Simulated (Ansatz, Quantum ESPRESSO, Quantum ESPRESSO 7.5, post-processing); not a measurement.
# Ballistic transmission: BN in line between two Li chains

How well does the junction conduct in the ballistic limit? It is: BN in line between two Li chains.

Calculated with Quantum ESPRESSO 7.5; plane-wave DFT, LDA, GBRV ultrasoft pseudopotentials (cross-check by Ansatz 0.2.0 with PAW datasets).

Most raw output is cut from this account.

## (1) The structure

The cell holds 12 atoms: 10 Li, 1 B and 1 N. Cell: a = 7.500 Å, b = 7.500 Å, c = 31.934 Å, α = 90.0°, β = 90.0°, γ = 90.0°. Regions: left lead, 5 atoms (5 Li); channel, 2 atoms (1 B and 1 N); right lead, 5 atoms (5 Li). Vacuum lies along a and b. The structure is stacked along c, and the current runs across the ab planes.

## (2) SCF with pw.x

One periodic cell holds a stretch of lead, the junction and more lead; the atoms stay as built.

File scf.in:

```
&control
  prefix = 'scf'
  outdir = './out'
  pseudo_dir = './pseudo'
  calculation = 'scf'
  tprnfor = .true.
/
&system
  ibrav = 0
  nat = 12
  ntyp = 3
  ecutwfc = 34
  ecutrho = 170
  occupations = 'smearing'
  smearing = 'mv'
  degauss = 0.01
/
&electrons
  conv_thr = 1e-07
  mixing_beta = 0.25
  electron_maxstep = 120
  mixing_mode = 'local-TF'
/
ATOMIC_SPECIES
  Li  6.9400  li_lda_v1.4.uspp.F.UPF
  B   10.8100  b_lda_v1.4.uspp.F.UPF
  N   14.0070  n_lda_v1.2.uspp.F.UPF
CELL_PARAMETERS angstrom
  7.50000000000000 0.00000000000000 0.00000000000000
  0.00000000000000 7.50000000000000 0.00000000000000
  0.00000000000000 0.00000000000000 31.93420000000000
ATOMIC_POSITIONS crystal
  Li  0.500000000000 0.500000000000 0.000000000000
  Li  0.500000000000 0.500000000000 0.092377451134
  Li  0.500000000000 0.500000000000 0.184754902268
  Li  0.500000000000 0.500000000000 0.277132353402
  Li  0.500000000000 0.500000000000 0.369509804536
  B   0.500000000000 0.500000000000 0.436979789693
  N   0.500000000000 0.500000000000 0.477062209168
  Li  0.500000000000 0.500000000000 0.538112744331
  Li  0.500000000000 0.500000000000 0.630490195464
  Li  0.500000000000 0.500000000000 0.722867646598
  Li  0.500000000000 0.500000000000 0.815245097732
  Li  0.500000000000 0.500000000000 0.907622548866
K_POINTS automatic
  1 1 3 0 0 0
```

Command:

```sh
> OMP_NUM_THREADS=1 mpirun -n 2 pw.x -nk 1 -in scf.in > scf.out
```

Wall time 5.6 min (2 MPI ranks of Arm Neoverse V1, shared host); peak memory 0.9 GiB.

Numbers from this step:

* free energy: -2293.6586 eV
* Fermi energy: -3.227 eV

The program's own clock; routines nest. Time by routine:

```
     routine  wall time (s)  calls
       PWSCF          333.8      1
   electrons            330      1
     c_bands          120.1     82
     cegterg            116    164
     mix_rho          103.5     82
       h_psi          96.35    514
        fftw          91.25  20580
    vloc_psi           79.6    514
    sum_band          64.98     82
        ffts          64.06  10128
        newd          38.32     83
      calbec          11.96    686
  add_vuspsi            8.3    514
h_psi:calbec           8.24    514
```

The run needed 82 iterations to bring the estimated error under 1e-07 Ry; the largest force on any atom, held or free, is 1.90 eV/Å.

## (3) Transmission with pwcond.x

prefixt takes both regions from one run: the lead from 0 to bdl, the scattering region from bdl to bds (units of alat). ikind = 1 puts the same lead on both sides. The program's T_tot counts both spins in a run without spin; the tables below give T per spin.

File cond.in:

```
&inputcond
  outdir = './out'
  prefixt = 'scf'
  tran_file = 'cond.dat'
  bdl = 0.7866666667
  bds = 4.2578933333
  ikind = 1
  ewind = 4.0
  epsproj = 1e-05
  nz1 = 7
  energy0 = 2.0
  denergy = -0.1
/
1
  0.00000000 0.00000000 1.00000000
41
```

Command:

```sh
> OMP_NUM_THREADS=1 mpirun -n 2 pwcond.x -in cond.in > cond.out
```

The job ended after 3 min (2 MPI ranks; peak memory 0.28 GiB).

The run finished, but its numbers are not taken as the system's. The fault: a transmission that the second code doesn't bear out within a factor of two.

## (4) Transmission with pwcond.x

File cond.w.in:

```
&inputcond
  outdir = './out'
  prefixt = 'scf'
  tran_file = 'cond.w.dat'
  bdl = 0.7866666667
  bds = 4.2578933333
  ikind = 1
  ewind = 2.0
  epsproj = 0.001
  nz1 = 7
  energy0 = 2.0
  denergy = -0.1
/
1
  0.00000000 0.00000000 1.00000000
41
```

Command:

```sh
> OMP_NUM_THREADS=1 mpirun -n 2 pwcond.x -in cond.w.in > cond.w.out
```

The job ended after 50 s (2 MPI ranks; peak memory 0.28 GiB).

The run finished, but its numbers are not taken as the system's. The fault: a transmission that the second code doesn't bear out within a factor of two.

## (5) Transmission with pwcond.x, with eps_proj = 1

Another try, with an input changed as a hurried user might.

cond.bad.in is the input of step 3 with these lines changed:

```diff
@@ -3,3 +3,3 @@
   prefixt = 'scf'
-  tran_file = 'cond.dat'
+  tran_file = 'cond.bad.dat'
   bdl = 0.7866666667
@@ -10,2 +10,3 @@
   nz1 = 7
+  eps_proj = 1
   energy0 = 2.0
```

Command:

```sh
> OMP_NUM_THREADS=1 mpirun -n 2 pwcond.x -in cond.bad.in > cond.bad.out
```

Elapsed: 0.49 s, on 2 MPI ranks; peak memory 0.09 GiB.

The input was rejected at the start.

A key was misspelt on purpose.

The message: “do_cond (5010): reading inputcond namelist”. The namelist reader stops at a key that the namelist doesn't hold; the line has to be put right or, where the proper key already stands in the input, deleted.

## (6) The same in Ansatz

As a check, the same structure is run in Ansatz.

Level of this step: plane-wave DFT, LDA, Ansatz PAW (Ansatz 0.2.0).

File input.yaml:

```yaml
crystal:
  lattice:
    - [7.5, 0.0, 0.0]
    - [0.0, 7.5, 0.0]
    - [0.0, 0.0, 31.9342]
  atoms:
    - { symbol: Li, position: [0.5, 0.5, 0.0] }
    - { symbol: Li, position: [0.5, 0.5, 0.0923774511] }
    - { symbol: Li, position: [0.5, 0.5, 0.1847549023] }
    - { symbol: Li, position: [0.5, 0.5, 0.2771323534] }
    - { symbol: Li, position: [0.5, 0.5, 0.3695098045] }
    - { symbol: B, position: [0.5, 0.5, 0.4369797897] }
    - { symbol: "N", position: [0.5, 0.5, 0.4770622092] }
    - { symbol: Li, position: [0.5, 0.5, 0.5381127443] }
    - { symbol: Li, position: [0.5, 0.5, 0.6304901955] }
    - { symbol: Li, position: [0.5, 0.5, 0.7228676466] }
    - { symbol: Li, position: [0.5, 0.5, 0.8152450977] }
    - { symbol: Li, position: [0.5, 0.5, 0.9076225489] }
kpoints:
  mp_grid: { grid: [1, 1, 4] }
hamiltonian:
  xc: lda
scf:
  occupations: { method: fermi_dirac, width: 0.1 }
  convergence: { dr2_threshold: 1.0e-08 }
output:
  transmission:
    leads: [[0, 1]]
    e_range: [-2.0, 2.0]
    de: 0.05
    kmesh: [1, 1]
    reduced_basis: true
  write_potential: true
  write_density: true
  volumetric_format: npy
  elf: true
```

Command:

```sh
> ansatz run input.yaml --threads 2 --pin off --max-ram 4096MiB --backend cpu --events-out ev --progress --plain --runs-dir out
```

Elapsed: 61 s, on 2 threads; peak memory 1.1 GiB; 1.9 min of CPU time.

Numbers from this step:

```
free energy                                  : -2528.0128 eV
energy at zero smearing                      : -2527.8546 eV
smearing term TS                             : 0.3163 eV
Fermi energy                                 : -3.165 eV
symmetry operations                          : 8
transmission at the Fermi level, one spin    : 0.01548
lead channels at the Fermi level, one spin   : 1
step of the lead's Hamiltonian over a period : 9.3 meV
```

Per spin. The transmission by energy, zero at the Fermi level:

```
energy (eV)  transmission
      -2.00             0
      -1.90             0
      -1.80             0
      -1.70             0
      -1.55             0
      -1.45             0
      -1.35             0
      -1.25             0
      -1.15             0
      -1.05             0
      -0.90             0
      -0.80             0
      -0.70        5.4e-4
      -0.60       0.00334
      -0.50        0.0185
      -0.40         0.148
      -0.35         0.229
      -0.25        0.0761
      -0.15        0.0348
      -0.05        0.0198
       0.00        0.0155
       0.05        0.0123
       0.15       0.00817
       0.25       0.00595
       0.40       0.00444
       0.50       0.00406
       0.60       0.00395
       0.70       0.00398
       0.80       0.00409
       0.90       0.00425
       1.05       0.00462
       1.15       0.00492
       1.25       0.00479
       1.35       0.00117
       1.45             0
       1.55             0
       1.70             0
       1.80        3.8e-4
       1.90       0.00107
       2.00       0.00209
```

Per spin. Table of open channels by energy, zero at the Fermi level:

energy (eV), open channels and a bar:
```
    -2.00       0.00 
    -1.85       0.00 
    -1.70       0.00 
    -1.60       0.00 
    -1.45       0.00 
    -1.30       0.00 
    -1.15       0.00 
    -1.05       0.00 
    -0.90       0.00 
    -0.75       1.00 ###############
    -0.60       1.00 ###############
    -0.50       1.00 ###############
    -0.35       1.00 ###############
    -0.20       1.00 ###############
    -0.05       1.00 ###############
     0.00       1.00 ###############
     0.05       1.00 ###############
     0.20       1.00 ###############
     0.35       1.00 ###############
     0.50       1.00 ###############
     0.60       1.00 ###############
     0.75       1.00 ###############
     0.90       1.00 ###############
     1.05       1.00 ###############
     1.15       1.00 ###############
     1.30       1.00 ###############
     1.45       0.00 
     1.60       0.00 
     1.70       0.00 
     1.85       2.00 ##############################
     2.00       2.00 ##############################
```

Valence density in the ca plane at fractional y = 0.500, with atoms of Li and B and N within 0.2 Å of it. It is the smooth field of the valence electrons, not physical close to the nuclei.

Ten steps, logarithmic in the rise over the least value, from '0' (0.0 e/Å³) to '9' (7.5 e/Å³), each cell a mean:
```
00000000000000000000000000000000000000000000
00000000000000000000000000000000000000000000
00000000000000000000000000000000000000000000
00000000000000000000000000000000000000000000
00000000000000000000000000000000000000000000
00000000000000000000000000000000000000000000
00000000000000000111122221100000000000000000
00000111000000111223334443211100000001100000
11111464100004652334456776424641000146511111
11112798200017983345467887538982000279831111
11111686200016872344457886436861000168721111
01111232000001321233445554322320000013211110
00000000000000001122223332110000000000000000
00000000000000000011111111000000000000000000
00000000000000000000000000000000000000000000
00000000000000000000000000000000000000000000
00000000000000000000000000000000000000000000
00000000000000000000000000000000000000000000
00000000000000000000000000000000000000000000
00000000000000000000000000000000000000000000
```
Columns run along c (16.0 Å, from fractional 0.21 to 0.71 of the cell), rows up along a (7.5 Å). Atoms in or near the plane, at fractional coordinates: Li at (0.28, 0.50), Li at (0.37, 0.50), B at (0.44, 0.50), N at (0.48, 0.50), Li at (0.54, 0.50), Li at (0.63, 0.50).

Electrostatic potential energy in the ca plane at fractional y = 0.500, with atoms of Li and B and N within 0.2 Å of it. With pseudopotentials it is smooth inside the atoms' cores, unlike the true potential.

Values in eV, 11 rows by 16 columns, each cell a mean:
```
  1   1   1   1   1   1   1   2   2   3   2   2   1   1   1   1
  0   0   0   0   0   0   1   1   2   3   3   2   1   1   0   0
  0   0   0   0   0   0   0   1   2   3   3   2   0   0   0   0
 -2  -3  -1  -2  -3  -2  -2  -1   2   2   3   2  -2  -2  -2  -3
 -9 -16  -3  -9 -16  -4 -10 -12  -6 -17 -17  -2 -17  -6  -6 -18
-16 -27  -4 -17 -27  -5 -18 -23 -13 -33 -34  -9 -31  -9  -9 -32
 -6 -10  -2  -6 -10  -3  -7  -7  -2  -8  -7   0 -10  -4  -4 -11
 -1  -2  -1  -1  -2  -1  -1   0   2   3   3   2  -1  -1  -1  -2
  0   0   0   0   0   0   0   1   2   3   3   2   1   0   0   0
  0   0   1   1   0   1   1   1   2   3   3   2   1   1   0   0
  1   1   1   1   1   1   1   2   2   2   2   2   1   1   1   1
```
Columns run along c (16.0 Å, from fractional 0.15 to 0.65 of the cell; values clipped at the 3rd and 97th percentile), rows up along a (7.5 Å). Atoms in or near the plane, at fractional coordinates: Li at (0.18, 0.50), Li at (0.28, 0.50), Li at (0.37, 0.50), B at (0.44, 0.50), N at (0.48, 0.50), Li at (0.54, 0.50), Li at (0.63, 0.50).

## (7) All levels side by side

All levels:

```
                   step  T at the Fermi level (per spin)  conductance (G0)  r.m.s. T(E) from the first  CPU time of the step (s)  peak memory (GiB)
                 Ansatz                          0.01548                 -                           0                     116.5              1.115
                 pwcond                                0                 0                     0.04098                     354.9               0.28
pwcond, changed setting                                0                 0                     0.04135                     99.34               0.28
```

Per spin. The transmission by energy, zero at the Fermi level:

```
energy (eV)   Ansatz   pwcond  pwcond, changed setting
      -2.00        0        0                        0
      -1.80        0        0                        0
      -1.60        0        0                        0
      -1.40        0        0                        0
      -1.20        0        0                        0
      -1.00        0        0                        0
      -0.90        0        0                        0
      -0.70   5.4e-4   1.6e-4                   1.6e-4
      -0.50   0.0185  0.00343                  0.00338
      -0.40    0.148   0.0127                   0.0125
      -0.30    0.135   0.0648                   0.0630
      -0.10   0.0259   0.0758                   0.0777
       0.00   0.0155        0                        0
       0.10  0.00991   0.0135                   0.0137
       0.30  0.00527  0.00739                  0.00745
       0.50  0.00406  0.00535                  0.00539
       0.70  0.00398  0.00471                  0.00473
       0.90  0.00425  0.00492                  0.00494
       1.00  0.00448  0.00531                  0.00533
       1.20  0.00499  0.00646                  0.00648
       1.40        0        0                        0
       1.60        0        0                        0
       1.80   3.8e-4   2.3e-4                   2.3e-4
       2.00  0.00209  0.00157                  0.00157
```

## (8) Outcome

| Item | Value |
| --- | --- |
| conductance by pwcond, in doubt | 0 G₀ |
| conductance by Ansatz | 0.0155 G₀ |

pwcond (LDA, GBRV ultrasoft) gives 0 G₀ and Ansatz (PAW) 0.0155 G₀ a cell at the Fermi level; the pwcond value is in doubt, since its lead, cut out of the junction cell, has no channel at the Fermi level while the second code's lead has. No independent third code was run. The geometry is as built, not relaxed, and the leads are short.

[Logs are printed without paths, hosts, clocks, repeated set-up lines and the standing remarks that a program may print on its own settings, such as how far it seeks lower states.]

[Hosts, paths, dates, database ids (printed as entryN), source tags and the programs' standing remarks are cut or masked in the printed files.]

[Maps of the electrostatic potential energy from Ansatz leave out the sawtooth potential of an applied field or a dipole correction, so their vacuum need not be flat; planar profiles and work functions include it.]
